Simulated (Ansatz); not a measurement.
**Lattice dynamics of (CdSe)1(MgSe)2 [001] superlattice, started as zinc blende**

Wanted: vibrations and spectra of (CdSe)1(MgSe)2 [001] superlattice, started as zinc blende; the cell is already relaxed.

Calculated with Ansatz 0.2.0; DFT LDA, scalar-relativistic, plane waves, PAW.

The structure was built from a prototype and need not be the compound's stable phase.

### Step 1. Starting point

Symmetry: I-4m2, No. 119, tetragonal system. The conventional cell has a = 4.196 Å, b = 4.196 Å, c = 17.638 Å, α = 90.00°, β = 90.00°, γ = 90.00°. Nearest to Cd lie 4 Se at 2.60 Å. Mg has 4 Se at 2.54 to 2.55 Å nearest. Nearest to Se lie 2 Mg at 2.54 Å and 2 Cd at 2.60 Å. Nearest to Se lie 4 Mg at 2.55 Å. Farther neighbours and most contacts between anions are not listed.

### Step 2. Zone-centre response

The cell comes from relaxations at this level that are not shown. The zone centre is the only wavevector solved here; it holds the modes that light can see, as far as symmetry allows. The response to a homogeneous field gives the Born charges and the dielectric tensor, and its change with displacement the Raman tensors.

Contents of input.yaml:

```yaml
crystal:
  lattice:
    - [2.96728583, 2.96728583, 0.0]
    - [-2.96728583, 2.96728583, 0.0]
    - [2.96728583, 0.0, 8.8189100794]
  atoms:
    - { symbol: Cd, position: [0.0, 0.0, 0.0] }
    - { symbol: Mg, position: [0.3318946408, 0.6681053592, 0.3362107184] }
    - { symbol: Mg, position: [0.6681053592, 0.3318946408, 0.6637892816] }
    - { symbol: Se, position: [0.4130874896, 0.0869125104, 0.1738250207] }
    - { symbol: Se, position: [0.75, 0.75, 0.5] }
    - { symbol: Se, position: [0.0869125104, 0.4130874896, 0.8261749793] }
kpoints:
  mp_grid: { grid: [8, 8, 8] }
hamiltonian:
  xc: lda
scf:
  occupations: { method: fixed }
output:
  eigenvalues: true
phonons:
  method: dfpt
  dielectric: true
  rigid_motions: translations
  raman: true
```

Command:

```console
ansatz run input.yaml --threads 4 --pin off --max-ram 14336MiB --backend cpu --events-out ev --progress --plain --runs-dir out
```

Numbers of over 12 decimals in the logs are rounded to 6 here.

The program printed:

```text
Warning: crystal.symmetry: narrowed to the stabiliser of the run's FFT grids — unitary ops 8 → 2. A phonons.method: dfpt run fills in the rows of the dynamical matrix that it does not solve by its symmetry operations, which is exact only for operations that map its FFT grids onto themselves: filled in by any other, the frequencies could depend on the order in which like atoms are typed, or, by more than the grids' own error, on where the crystal sits among the grids' points. Excluded: 6 operations. The run can therefore solve more perturbations, solve them on more k-points, or both, and cost more. [rest of the remark cut]
Engine: ansatz 0.2.0, aarch64-unknown-linux-gnu
Pseudopotentials: kind: paw
Pseudopotential: Cd, paw, valence charge 20, recommended cutoff 420 eV (normal), Cd.paw.azcp
Pseudopotential: Mg, paw, valence charge 10, recommended cutoff 420 eV (normal), Mg.paw.azcp
Pseudopotential: Se, paw, valence charge 16, recommended cutoff 420 eV (normal), Se.paw.azcp
Functional definition: SPW92
  exchange = slater_x
  correlation = pw_c
Crystal: 6 atoms, lattice volume = 155.297 Å³
Basis set: ecut = 420 eV, 3009 PW (Γ), exchange–correlation on 60×60×128 points (8 copies of the dense FFT grid, shifted against one another)
Bands: 53, of which v1, the nominal top of the filled ones, is band 44 counted from 1 (43 counted from 0)
Symmetry: 8 space group operations
k-points: 260 of 512 (irreducible under 1 space group operation, time reversal used)
Non-local potential: Cd, projectors of the file, l = 0: 3, l = 1: 2, l = 2: 2, l = 3: 1
Non-local potential: Mg, projectors of the file, l = 0: 3, l = 1: 2, l = 2: 1
Non-local potential: Se, projectors of the file, l = 0: 2, l = 1: 2, l = 2: 3, l = 3: 1
PAW form: soft (Blöchl's): semilocal exchange-correlation on the pseudo side does not see the compensation charge
PAW frozen core: Cd, regenerated for the run's functional, and the local potential with it (the file was generated under x = pbe(κ = 0.804, μ = 0.219515), c = pbe(β = 0.066725))
PAW frozen core: Mg, regenerated for the run's functional, and the local potential with it (the file was generated under x = pbe(κ = 0.804, μ = 0.219515), c = pbe(β = 0.066725))
PAW frozen core: Se, regenerated for the run's functional, and the local potential with it (the file was generated under x = pbe(κ = 0.804, μ = 0.219515), c = pbe(β = 0.066725))
PAW one-centre angular grid: Cd, 590 points (default); XC on 64 Gauss nodes
PAW one-centre angular grid: Mg, 110 points (default); XC on 64 Gauss nodes
PAW one-centre angular grid: Se, 590 points (default); XC on 64 Gauss nodes
Initial density: superposition of atomic densities (neutral atoms: chi_scale 0, normalization atom), corrected by the library's trained network
Initial wavefunctions: pseudopotential atomic-orbital guess
Functional: x = slater, c = lda
SCF iter   1: F=—  HF=-28076.916478 eV  |F-HF|=—  |Δ(HF+E_count)|=         —  Δρ=6.06e-3  dr2=3.14e-2  ethr=1.77e-3  ⟨swp⟩=5.0  Hψ=41289  notcnv=0  defer=1676
preconditioner: auto → Resta (q_TF=auto, 2.482 Å⁻¹)  ε∞=3.6  [insulator: Δε(μ)=1.687 eV  Ē_g=10.855 eV  n_scr=42 (ndim 8)  ℏωp=17.4 eV  f_vac=0.144  ε∞_Penn≈3.6]
SCF iter   2: F=—  HF=-28076.903451 eV  |F-HF|=—  |Δ(HF+E_count)|=   1.30e-2  Δρ=2.58e-3  dr2=6.39e-3  ethr=3.57e-5  ⟨swp⟩=2.0  Hψ=27560  notcnv=0  defer=1820
SCF iter   3: F=—  HF=-28076.902024 eV  |F-HF|=—  |Δ(HF+E_count)|=   1.43e-3  Δρ=8.29e-4  dr2=8.46e-4  ethr=7.26e-6  ⟨swp⟩=2.5  Hψ=21106  notcnv=0  defer=1820
SCF iter   4: F=—  HF=-28076.901952 eV  |F-HF|=—  |Δ(HF+E_count)|=   7.25e-5  Δρ=1.70e-4  dr2=4.43e-5  ethr=9.61e-7  ⟨swp⟩=2.0  Hψ=14434  notcnv=0  defer=1463
SCF iter   5: F=—  HF=-28076.901948 eV  |F-HF|=—  |Δ(HF+E_count)|=   3.28e-6  Δρ=5.04e-5  dr2=3.91e-6  ethr=5.04e-8  ⟨swp⟩=2.0  Hψ=23611  notcnv=0  defer=875
SCF iter   6: F=—  HF=-28076.901952 eV  |F-HF|=—  |Δ(HF+E_count)|=   3.70e-6  Δρ=1.59e-5  dr2=5.90e-7  ethr=4.45e-9  ⟨swp⟩=2.0  Hψ=22839  notcnv=0  defer=845
SCF iter   7: F=—  HF=-28076.901952 eV  |F-HF|=—  |Δ(HF+E_count)|=   7.43e-8  Δρ=5.40e-6  dr2=6.71e-8  ethr=6.71e-10  ⟨swp⟩=2.0  Hψ=22831  notcnv=0  defer=845
SCF iter   8: F=—  HF=-28076.901952 eV  |F-HF|=—  |Δ(HF+E_count)|=   3.17e-8  Δρ=1.56e-6  dr2=4.68e-9  ethr=7.63e-11  ⟨swp⟩=3.0  Hψ=23675  notcnv=0  defer=845
SCF iter   9: F=—  HF=-28076.901952 eV  |F-HF|=—  |Δ(HF+E_count)|=  8.51e-10  Δρ=3.42e-7  dr2=2.34e-10  ethr=5.32e-12  ⟨swp⟩=2.0  Hψ=20231  notcnv=0  defer=845
SCF iter  10: F=-28076.901952 eV  HF=-28076.901952 eV  |F-HF|=8.00e-11  |Δ(HF+E_count)|=  9.46e-11  Δρ=1.27e-7  dr2=4.15e-11  ethr=1.00e-12  ⟨swp⟩=13.0  Hψ=85326  notcnv=0
SCF 1 converged in 10 iterations: F = -28076.901952 eV  dr2 = 4.15e-11
  greatest PAW one-centre occupation: 1.000 electrons in one spin orbital (limit 2), on the Mg atom at site 2 (counted from 0), in its partial waves of l = 1
NSCF: frozen V_eff on 3 k-points
DFPT response loops at Γ: preconditioner auto → Resta (q_TF=auto, 2.482 Å⁻¹)  ε∞=5.9 (no band partly filled); β = 1.00, the filter's whole step (`scf.mixing.beta` (0.50) is not read by the response loops at its default; to damp them type it under 1.00, their step now; it binds the ground state too); Broyden in place of MSR1
── the response to a field inside a basis, on 10×10×8 k-points: an SCF that follows is theirs, and a resumed run solves both again ──
Bands: 45, of which v1, the nominal top of the filled ones, is band 44 counted from 1 (43 counted from 0)
k-points: 220
Initial density: handed on by an earlier stage of this run
Initial wavefunctions: pseudopotential atomic-orbital guess (no wavefunctions were taken with the density)
Eigensolver: Dense (220 Hₖ)
SCF iter   1: F=—  HF=-28076.829444 eV  |F-HF|=—  |Δ(HF+E_count)|=         —  Δρ=2.28e-4  dr2=2.75e-5  ethr=1.00e-1
preconditioner: auto → Resta (q_TF=auto, 2.482 Å⁻¹)  ε∞=5.0  [insulator: Δε(μ)=1.781 eV  Ē_g=8.712 eV  n_scr=42 (ndim 8)  ℏωp=17.4 eV  f_vac=0.133  ε∞_Penn≈5.0]
SCF iter   2: F=—  HF=-28076.829455 eV  |F-HF|=—  |Δ(HF+E_count)|=   1.09e-5  Δρ=1.26e-4  dr2=9.63e-6  ethr=3.12e-8
SCF iter   3: F=—  HF=-28076.829460 eV  |F-HF|=—  |Δ(HF+E_count)|=   5.11e-6  Δρ=1.76e-5  dr2=5.43e-7  ethr=1.09e-8
SCF iter   4: F=—  HF=-28076.829460 eV  |F-HF|=—  |Δ(HF+E_count)|=   8.91e-8  Δρ=7.32e-6  dr2=8.31e-8  ethr=6.17e-10
SCF iter   5: F=—  HF=-28076.829460 eV  |F-HF|=—  |Δ(HF+E_count)|=   2.76e-8  Δρ=1.64e-6  dr2=5.94e-9  ethr=9.44e-11
SCF iter   6: F=—  HF=-28076.829460 eV  |F-HF|=—  |Δ(HF+E_count)|=  5.68e-10  Δρ=6.75e-7  dr2=9.68e-10  ethr=6.75e-12
[...]
E_paw        = -9969.316871  (= ΣΔE_a)
  E_vpaw       = 44.895101  (= ΣTr[D̂ρ^β])
  E_aug_tail   = -0.001738  (compensation charges beyond the density's cutoff)
  E_ewald      = -8675.121310
  E_core_change = 7.719614  (= ΣΔE_core)
  E_smearing   = -0.000000  (= −TS)
  E_closure    = -0.000000  (closes the sum)
  Σ components = -28076.901952   (vs F -28076.901952, Δ=0.00e0)
--- Band table (eV; the first three rows and the last of 260) ---
  k-point 0: bands = [... 40 lower, 4.3612, 5.4573, 5.5274, 5.5274, 7.2389, 9.2038, 9.3336, 10.1458, ... 5 higher]
  k-point 1: bands = [... 40 lower, 4.4423, 5.2996, 5.4995, 5.4995, 7.4235, 9.0118, 9.5195, 10.0427, ... 5 higher]
  k-point 2: bands = [... 40 lower, 4.5865, 4.9532, 5.4238, 5.4238, 7.8464, 8.8158, 9.6182, 9.9353, ... 5 higher]
  k-point 259: bands = [... 40 lower, 3.7261, 3.7654, 4.0337, 4.0494, 8.5798, 9.6011, 9.8024, 9.9628, ... 5 higher]
--- Phonons (Γ-DFPT): 12 representative perturbations + reference, on 260 of 512 k-points (Σ response iterations 45) ---
  ASR residual: 1.005e-4 → 0.000e0 eV/Å²; symmetrization residual: 1.140e-5 eV/Å²
  The last average, over the group as it would stand without the narrowing to the FFT grids, took up to 7.159e-6 eV/Å² of the zone centre's force constants
  ASR residual per site (eV/Å²): 2.88e-5 1.45e-5 1.45e-5 1.00e-4 7.04e-5 1.00e-4
  Γ frequencies (cm⁻¹): 0.00 0.00 0.00 50.18 50.18 68.61 68.61 120.51 151.11 181.37 181.37 188.09 271.60 271.60 283.71 283.71 286.60 317.95
  ε∞ (high-frequency dielectric tensor):
        5.626447     0.000000    -0.000000
        0.000000     5.626447     0.000000
       -0.000000     0.000000     5.525046
  ε⁰ (static dielectric tensor: ions relaxed, cell fixed):
        8.175280     0.000000    -0.000000
        0.000000     8.175280     0.000000
       -0.000000     0.000000     8.048007
  ε⁰ − ε∞ (ionic part):
        2.548833     0.000000     0.000000
        0.000000     2.548833     0.000000
        0.000000     0.000000     2.522962
  softest optical mode at Γ: 50.18 cm⁻¹; the repairs (sum rule, projections) moved no ω² at Γ by more than (2.04 cm⁻¹)²
  Born effective charges Z* (e; rows j = field, columns β = displacement):
    site 0:
         2.13946   -0.00000   -0.00000
        -0.00000    2.13946    0.00000
        -0.00000    0.00000    1.83504
    site 1:
         1.85468   -0.04142   -0.00000
        -0.04142    1.85468    0.00000
        -0.00000    0.00000    1.99236
    site 2:
         1.85468    0.04142   -0.00000
         0.04142    1.85468    0.00000
        -0.00000    0.00000    1.99236
    site 3:
        -1.95019   -0.11649    0.00000
        -0.11649   -1.95019   -0.00000
         0.00000   -0.00000   -1.88514
    site 4:
        -1.94843    0.00000    0.00000
         0.00000   -1.94843   -0.00000
         0.00000   -0.00000   -2.04947
    site 5:
        -1.95019    0.11649    0.00000
         0.11649   -1.95019   -0.00000
         0.00000   -0.00000   -1.88514
  Z* charge neutrality: 8.707e-3 e pre-enforcement
  solved inside a basis spanned on kpoints, on 10×10×8 k-points transformed towards the longest dipole: ε∞ is read to err by 2.8e-2, Z* by 2.4e-2 e (field_mesh: kpoints solves on kpoints); Z* is corrected for what the basis lacks
  Raman tensors (in the event stream and the table raman_tensors.tsv): an entry may err by 3.3e-1 Å², one of the second-order susceptibility by 1.8e0 pm/V (basis, points and sum rule); their sum over the sites missed zero by 8.412e-4 Å² ahead of its enforcement
  optical modes at Γ without the LO–TO term, one row a degenerate level:
      ω (cm⁻¹)  modes    IR ((D/Å)²/amu)  static Raman (Å⁴/amu)  depolarisation
         50.18      2             0.0563                 6.8283           0.750
         68.61      2             0.0047                 3.7976           0.750
        120.51      1             0.1891                 0.0061           0.750
        151.11      1             0.0000                 8.4976           0.112
        181.37      2             4.1297                 2.2951           0.750
        188.09      1             2.0265                 0.0128           0.750
        271.60      2             5.0215                18.5663           0.750
        283.71      2            12.4121                 9.9259           0.750
        286.60      1             9.3148                 2.8137           0.750
        317.95      1             0.0000                 5.1243           0.018
  optical modes at Γ + LO–TO along q̂ = [1.0000, 0.0000, 0.0000]:
      ω (cm⁻¹)  modes    IR ((D/Å)²/amu)  static Raman (Å⁴/amu)  depolarisation
         50.18      1             0.0281                 3.4141           0.750
         50.65      1             0.0134                 3.1771           0.750
         68.61      1             0.0023                 1.8988           0.750
         68.64      1             0.0011                 1.9241           0.750
        120.51      1             0.1891                 0.0061           0.750
        151.11      1             0.0000                 8.4976           0.112
        181.37      1             2.0649                 1.1476           0.750
        188.09      1             2.0265                 0.0128           0.750
        190.38      1             0.8893                 2.2317           0.750
        271.60      1             2.5108                 9.2832           0.750
        274.53      1             0.1374                 4.8064           0.750
        283.71      1             6.2060                 4.9630           0.750
        286.60      1             9.3148                 2.8137           0.750
        317.95      1             0.0000                 5.1243           0.018
        319.19      1             9.7709                47.3693           0.750
  optical modes at Γ + LO–TO along q̂ = [0.0000, 1.0000, 0.0000]:
      ω (cm⁻¹)  modes    IR ((D/Å)²/amu)  static Raman (Å⁴/amu)  depolarisation
         50.18      1             0.0281                 3.4141           0.750
         50.65      1             0.0134                 3.1771           0.750
         68.61      1             0.0023                 1.8988           0.750
         68.64      1             0.0011                 1.9241           0.750
        120.51      1             0.1891                 0.0061           0.750
        151.11      1             0.0000                 8.4976           0.112
        181.37      1             2.0649                 1.1476           0.750
        188.09      1             2.0265                 0.0128           0.750
        190.38      1             0.8893                 2.2317           0.750
        271.60      1             2.5108                 9.2832           0.750
        274.53      1             0.1374                 4.8064           0.750
        283.71      1             6.2060                 4.9630           0.750
        286.60      1             9.3148                 2.8137           0.750
        317.95      1             0.0000                 5.1243           0.018
        319.19      1             9.7709                47.3693           0.750
  optical modes at Γ + LO–TO along q̂ = [0.0000, 0.0000, 1.0000]:
      ω (cm⁻¹)  modes    IR ((D/Å)²/amu)  static Raman (Å⁴/amu)  depolarisation
         50.18      2             0.0563                 6.8283           0.750
         68.61      2             0.0047                 3.7976           0.750
        121.73      1             0.0747                 0.0330           0.750
        151.11      1             0.0000                 8.4976           0.112
        181.37      2             4.1297                 2.2951           0.750
        196.74      1             0.8598                 0.4265           0.750
        271.60      2             5.0215                18.5663           0.750
        283.71      2            12.4121                 9.9259           0.750
        317.95      1             0.0000                 5.1243           0.018
        327.38      1            10.5960                27.9032           0.750
[key lines of the parts left out:]
SCF converged after 10 iterations
Free energy (F): -28076.901952 eV
Fermi energy:    5.527366 eV
```

It took 70 min on 4 threads of Arm Neoverse V1, shared host; peak memory 7.7 GiB; 4.4 h of CPU time.

Reading the cycles: dr2 is the Hartree energy of the density residual (eV), the measure of convergence; HF is the Harris–Foulkes estimate of the energy, which meets the free energy F at convergence.

This step gave:

```
gap on the k-mesh                                       : 1.712 eV
volume per atom                                         : 25.88 Å³
sum-rule residual before enforcement                    : 1.00e-4 eV/Å²
miss of the charge sum rule                             : 0.008707 e
estimated error of the dielectric tensor                : 0.02837
estimated error of the Born charges                     : 0.02450 e
point group                                             : -42m
highest optical mode at the zone centre (no LO-TO term) : 317.9 cm⁻¹
lowest optical zone-centre mode                         : 50.18 cm⁻¹
mean high-frequency dielectric constant                 : 5.593
largest Born charge (third of the trace)                : 2.038 e
mean static dielectric constant                         : 8.133
top of the zone-centre spectrum with the field          : 327.4 cm⁻¹
```

Without the LO-TO term. Patterns of degenerate modes are one choice out of their space. The modes at Γ (shares of kinetic energy by element, %):

```
mode  frequency (cm⁻¹)  symmetry  Cd %  Mg %  Se %
   1               0.0  acoustic    28    12    60
   2               0.0  acoustic    28    12    60
   3               0.0  acoustic    28    12    60
   4              50.2         E    39    12    50
   5              50.2         E    39    12    50
   6              68.6         E     0    25    75
   7              68.6         E     0    25    75
   8             120.5        B2    34     6    60
   9             151.1        A1     0     9    91
  10             181.4         E    33     0    67
  11             181.4         E    33     0    67
  12             188.1        B2    36     0    63
  13             271.6         E     0    75    25
  14             271.6         E     0    75    25
  15             283.7         E     0    76    24
  16             283.7         E     0    76    24
  17             286.6        B2     1    82    17
  18             317.9        A1     0    91     9
```

Displacements in mode 5 (50.2 cm⁻¹), the largest set to 1:
```
Cd1  1.00  0.19  0.00
Mg2 -0.83 -0.09  0.00
Mg3 -0.85 -0.23  0.00
Se4  0.08  0.77  0.00
Se5 -0.78 -0.15  0.00
Se6 -0.21 -0.79  0.00
```

Displacements in mode 7 (68.6 cm⁻¹), the largest set to 1:
```
Cd1 -0.04 -0.01  0.00
Mg2  0.20  1.00  0.00
Mg3 -0.10 -0.99  0.00
Se4 -0.41  0.40  0.00
Se5  0.98  0.15  0.00
Se6 -0.55 -0.55  0.00
```

Optical modes at the zone centre, without and with the macroscopic field of the longitudinal modes; each column is sorted by frequency, so a row need not hold one and the same mode. Modes with and without the field, by row:

```
rank among optical modes  no field (cm⁻¹)  q along (1, 0, 0) (cm⁻¹)  q along (0, 0, 1) (cm⁻¹)
                       1             50.2                      50.2                      50.2
                       2             50.2                      50.6                      50.2
                       3             68.6                      68.6                      68.6
                       4             68.6                      68.6                      68.6
                       5            120.5                     120.5                     121.7
                       6            151.1                     151.1                     151.1
                       7            181.4                     181.4                     181.4
                       8            181.4                     188.1                     181.4
                       9            188.1                     190.4                     196.7
                      10            271.6                     271.6                     271.6
                      11            271.6                     274.5                     271.6
                      12            283.7                     283.7                     283.7
                      13            283.7                     286.6                     283.7
                      14            286.6                     317.9                     317.9
                      15            317.9                     319.2                     327.4
```

Born charge (rows field, columns displacement) (e), principal values of the symmetric part by kind of site:

```
atom  atoms with these values    low  middle   high   mean
 Cd1                        1   1.83    2.14   2.14   2.04
 Mg2                        2   1.81    1.90   1.99   1.90
 Se4                        2  -2.07   -1.89  -1.83  -1.93
 Se5                        1  -2.05   -1.95  -1.95  -1.98
```

In full for Se5:

```
-1.95  0.00  0.00
 0.00 -1.95  0.00
 0.00  0.00 -2.05
```

High-frequency dielectric tensor:

```
5.63 0.00 0.00
0.00 5.63 0.00
0.00 0.00 5.53
```

Static dielectric tensor (ions relaxed, fixed cell):

```
8.18 0.00 0.00
0.00 8.18 0.00
0.00 0.00 8.05
```

Transverse modes. Lines of the infrared spectrum (strongest = 100):

```
position (cm⁻¹)  label  relative intensity
             50      E                 0.5
             69      E                 0.0
            120     B2                 1.5
            151     A1                 0.0
            181      E                  33
            188     B2                  16
            272      E                  40
            284      E                 100
            287     B2                  75
            318     A1                 0.0
```

(Continued in part 2 of 2.)

[Logs are printed without paths, hosts, clocks, repeated set-up lines and the standing remarks that a program may print on its own settings, such as how far it seeks lower states.]

[Hosts, paths, dates, database ids (printed as entryN), source tags and the programs' standing remarks are cut or masked in the printed files.]
